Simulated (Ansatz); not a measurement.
# Sc (P6_3/mmc, 2 atoms in the cell): zone-centre modes under pressure, part 3 of 3

Wanted: Grüneisen parameters and pressure coefficients of the modes of Sc (P6_3/mmc, 2 atoms in the cell).

Ansatz 0.2.0; DFT LDA, scalar-relativistic, plane waves, PAW; PAW set soft_1.

So far, highest optical mode at the zone centre (no LO-TO term) (cm⁻¹): step 5 (modes at rest) 240; step 7 (volume ratio 1.06) 219.

### Step 8. A member of the series: 0.9 times the volume at rest

The cell is set to 0.9 times the volume at rest, and shape and atoms relax at that volume.

The input, input.yaml:

```yaml
crystal:
  lattice:
    - [3.1224429593, 0.0, 0.0]
    - [-1.5612214797, 2.7041149246, 0.0]
    - [0.0, 0.0, 4.7995928919]
  atoms:
    - { symbol: Sc, position: [0.3333333333, 0.6666666667, 0.25] }
    - { symbol: Sc, position: [0.6666666667, 0.3333333333, 0.75] }
kpoints:
  mp_grid: { grid: [15, 15, 8] }
hamiltonian:
  xc: lda
  pseudopotentials: { kind: paw, azcp: { folder: soft_1 }, xc_functional: pbe }
scf:
  occupations: { method: methfessel_paxton, width: 0.2 }
output:
  forces: true
  stress: true
  eigenvalues: true
relax:
  adjacent_minimum: "off"
  f_tol: 0.001
  max_steps: 60
  cell: { stress_tol: 0.01, fix: [volume] }
```

Run with:

```console
ansatz run input.yaml --threads 4 --pin off --max-ram 10240MiB --backend cpu --events-out ev --progress --plain --runs-dir out
```

Numbers of over 12 decimals in the logs are rounded to 6 here.

Log:

```text
[...]
Crystal: 2 atoms, lattice volume = 40.525 Å³
Basis set: ecut = 420 eV, 785 PW (Γ)
Bands: 15, of which v1, the nominal top of the filled ones, is band 11 counted from 1 (10 counted from 0)
Symmetry: 24 space group operations
[...]
k-points: 135 of 1800
[...]
k-point 134: bands = [... 7 lower, -15.8254, 10.7231, 10.7231, 10.9992, 10.9992, 11.7242, 11.7242, 14.0332]
--- Relaxed structure (2 steps of the walk, 2 accepted, 1 SCFs on fresh bases) ---
[...]
cell:  # Å, volume = 40.5251 Å³
    - [3.123185, 2.8874389877328298e-11, 0.0]
    - [-1.561593, 2.704758, 0.0]
    - [0.0, 0.0, 4.797312]
  atoms:
    - { symbol: Sc, position: [0.333333, 0.666667, 0.25] }
    - { symbol: Sc, position: [0.666667, 0.333333, 0.750000] }
[key lines of the parts left out:]
SCF converged after 3 iterations
Free energy (F): -4177.928176 eV
Fermi energy:    11.225354 eV
P = ⅓ Tr σ = 7.6674 GPa (76.674 kbar)
```

It took 1.3 s on 4 threads of AMD EPYC 9B45 (Zen 5), shared host; peak memory 0.45 GiB; 4.4 s of CPU time.

Little changed from the start: no atom moved by 0.005 Å and no cell edge by 0.1 %.

Numbers from this step:

```yaml
pressure: 7.667 GPa
volume_per_atom: 20.26 Å³
```

The forces vanish by symmetry, at a pressure of 7.67 GPa.

### Step 9. Modes of this member: 0.9 times the volume at rest

The zone-centre modes follow for 0.9 times the volume at rest.

input.yaml, the sections that differ from step 8:

```yaml
crystal:
  lattice:
    - [3.1231851696, 0.0, 0.0]
    - [-1.5615925848, 2.7047576976, 0.0]
    - [0.0, 0.0, 4.7973119615]
  atoms:
    - { symbol: Sc, position: [0.3333333333, 0.6666666667, 0.25] }
    - { symbol: Sc, position: [0.6666666667, 0.3333333333, 0.75] }
output:
  eigenvalues: true
phonons:
  method: dfpt
# kpoints, hamiltonian, scf: as in step 8
# relax: removed
```

Log:

```text
[...]
Crystal: 2 atoms, lattice volume = 40.525 Å³
Basis set: ecut = 420 eV, 785 PW (Γ), exchange–correlation on 48×48×72 points (8 copies of the dense FFT grid, shifted against one another)
Bands: 15, of which v1, the nominal top of the filled ones, is band 11 counted from 1 (10 counted from 0)
Symmetry: 24 space group operations
k-points: 320 of 1800 (irreducible under 4 space group operations, time reversal used)
[...]
k-point 1: bands = [... 7 lower, -15.7251, 5.9966, 9.2384, 12.4665, 12.8893, 12.8893, 13.3352, 13.4901]
  k-point 2: bands = [... 7 lower, -15.7714, 6.3737, 8.9582, 12.1991, 12.7795, 12.7795, 13.0791, 13.2685]
  k-point 319: bands = [... 7 lower, -15.8437, 9.8057, 9.8057, 11.4307, 11.4307, 12.0744, 12.0744, 13.8173]
[...]
ASR residual: 5.587e-5 → 0.000e0 eV/Å²; symmetrization residual: 3.917e-13 eV/Å²
  ASR residual per site (eV/Å²): 5.59e-5 5.59e-5
  Γ frequencies (cm⁻¹): 0.00 0.00 0.00 146.55 146.55 276.17
[...]
[key lines of the parts left out:]
SCF converged after 8 iterations
Free energy (F): -4177.928176 eV
Fermi energy:    11.225355 eV
```

The job ended after 5.5 s (4 threads; peak memory 0.98 GiB; 19 s of CPU time).

This step gave:

```yaml
sum_rule_residual_before_enforcement: 5.59e-5 eV/Å²
highest_optical_mode_at_the_zone_centre_no_lo_to_term: 276.2 cm⁻¹
lowest_optical_zone_centre_mode: 146.6 cm⁻¹
```

Patterns of degenerate modes are one choice out of their space. Modes at Γ:

| mode | frequency (cm⁻¹) | symmetry |
| --- | --- | --- |
| 1 | 0.0 | acoustic |
| 2 | 0.0 | acoustic |
| 3 | 0.0 | acoustic |
| 4 | 146.6 | E2g |
| 5 | 146.6 | E2g |
| 6 | 276.2 | B1g |

Displacements in mode 5 (146.6 cm⁻¹), the largest set to 1:
```
Sc1  1.00  0.00  0.00
Sc2 -1.00  0.00  0.00
```

Displacements in mode 6 (276.2 cm⁻¹), the largest set to 1:
```
Sc1  0.00  0.00 -1.00
Sc2  0.00  0.00  1.00
```

The lowest optical mode is real, 147 cm⁻¹, and the highest lies at 276.2 cm⁻¹.

For the highest optical mode at the zone centre (no LO-TO term), step 5 gave 240 cm⁻¹; this run, with volume ratio 0.9, gives 276 cm⁻¹ (+15 %).

### Step 10. The series together

The members are set side by side, also those not shown above.

Each row is one cell with its response, relaxed at fixed volume as far as symmetry leaves anything free; energies are extrapolated to zero smearing, and E0 is that at rest; shape and atoms are relaxed in each cell where symmetry leaves them free; all runs use 15×15×8 k points and Methfessel-Paxton smearing of 0.2 eV. State of the crystal along the series:

| volume ratio | V (Å³/atom) | pressure (GPa) | E - E0 (meV/atom) | first cell vector (Å) | third cell vector (Å) |
| --- | --- | --- | --- | --- | --- |
| 0.9 | 20.26 | 7.667 | 49.7 | 3.123 | 4.797 |
| 0.92 | 20.71 | 5.863 | 30.76 | 3.145 | 4.835 |
| 0.94 | 21.16 | 4.203 | 16.71 | 3.167 | 4.872 |
| 0.96 | 21.61 | 2.679 | 7.141 | 3.189 | 4.909 |
| 0.98 | 22.06 | 1.28 | 1.685 | 3.21 | 4.946 |
| 0.99 | 22.29 | 0.6241 | 0.3906 | 3.22 | 4.964 |
| 1 | 22.51 | -0.004049 | 0 | 3.23 | 4.982 |
| 1.02 | 22.96 | -1.183 | 1.771 | 3.251 | 5.017 |
| 1.04 | 23.41 | -2.265 | 6.715 | 3.272 | 5.052 |
| 1.06 | 23.86 | -3.257 | 14.57 | 3.292 | 5.087 |

Each mode is tracked from rest by its pattern, and modes that stay within 0.3 cm⁻¹ of each other stand once; shape and atoms are relaxed in each cell where symmetry leaves them free; all runs use 15×15×8 k points and Methfessel-Paxton smearing of 0.2 eV. Optical modes along the series:

| V (Å³/atom) | mode 4 E2g (cm⁻¹) | mode 6 B1g (cm⁻¹) |
| --- | --- | --- |
| 20.26 | 146.6 | 276.2 |
| 20.71 | 144.9 | 268.9 |
| 21.16 | 143.1 | 261.7 |
| 21.61 | 141.1 | 254.4 |
| 22.06 | 139.2 | 247.1 |
| 22.29 | 138.4 | 243.6 |
| 22.51 | 137.5 | 240 |
| 22.96 | 135.8 | 233 |
| 23.41 | 134.2 | 226 |
| 23.86 | 132.8 | 219.2 |

From cubic fits (parabolas where under five rows exist) of ln ω and P against ln V through the rows within about 4 % of rest: γ = −d ln ω / d ln V and dω/dP = γ ω / B. Slopes at rest:

| mode | fitted frequency at rest (cm⁻¹) | Grüneisen parameter γ | dω/dP (cm⁻¹/GPa) |
| --- | --- | --- | --- |
| mode 4 E2g | 137.5 | 0.63 | 1.4 |
| mode 6 B1g | 240 | 1.48 | 5.75 |

### Step 11. Outcome

```json
{
 "members": "10",
 "highest optical mode at the zone centre (no LO-TO term), at rest": "240.0 cm⁻¹",
 "bulk modulus at rest": "61.6 GPa",
 "mode 4 E2g, γ": "0.63",
 "mode 6 B1g, γ": "1.48"
}
```

In words: The series spans -3.3 to 7.7 GPa, and the slope at rest gives a bulk modulus of 62 GPa. Among the modes in the table of slopes γ runs from 0.63 (mode 4 E2g) to 1.48 (mode 6 B1g). One k mesh and one cutoff serve the ground states and modes of all volumes. These are harmonic frequencies at zero temperature: anharmonic shifts, linewidths and thermal expansion are left out. With no gap, or one that is small against the smearing, the frequencies hang on the k mesh and the smearing, most of all near Kohn anomalies. The PAW files were made for PBE; the program adapts parts of them to the functional of the run, but their partial waves stay those of PBE, an approximation that was not tested in this session. Only the zone centre was solved, so an instability at another wavevector cannot show here.

[Logs are printed without paths, hosts, clocks, repeated set-up lines and the standing remarks that a program may print on its own settings, such as how far it seeks lower states.]

[Hosts, paths, dates, database ids (printed as entryN), source tags and the programs' standing remarks are cut or masked in the printed files.]
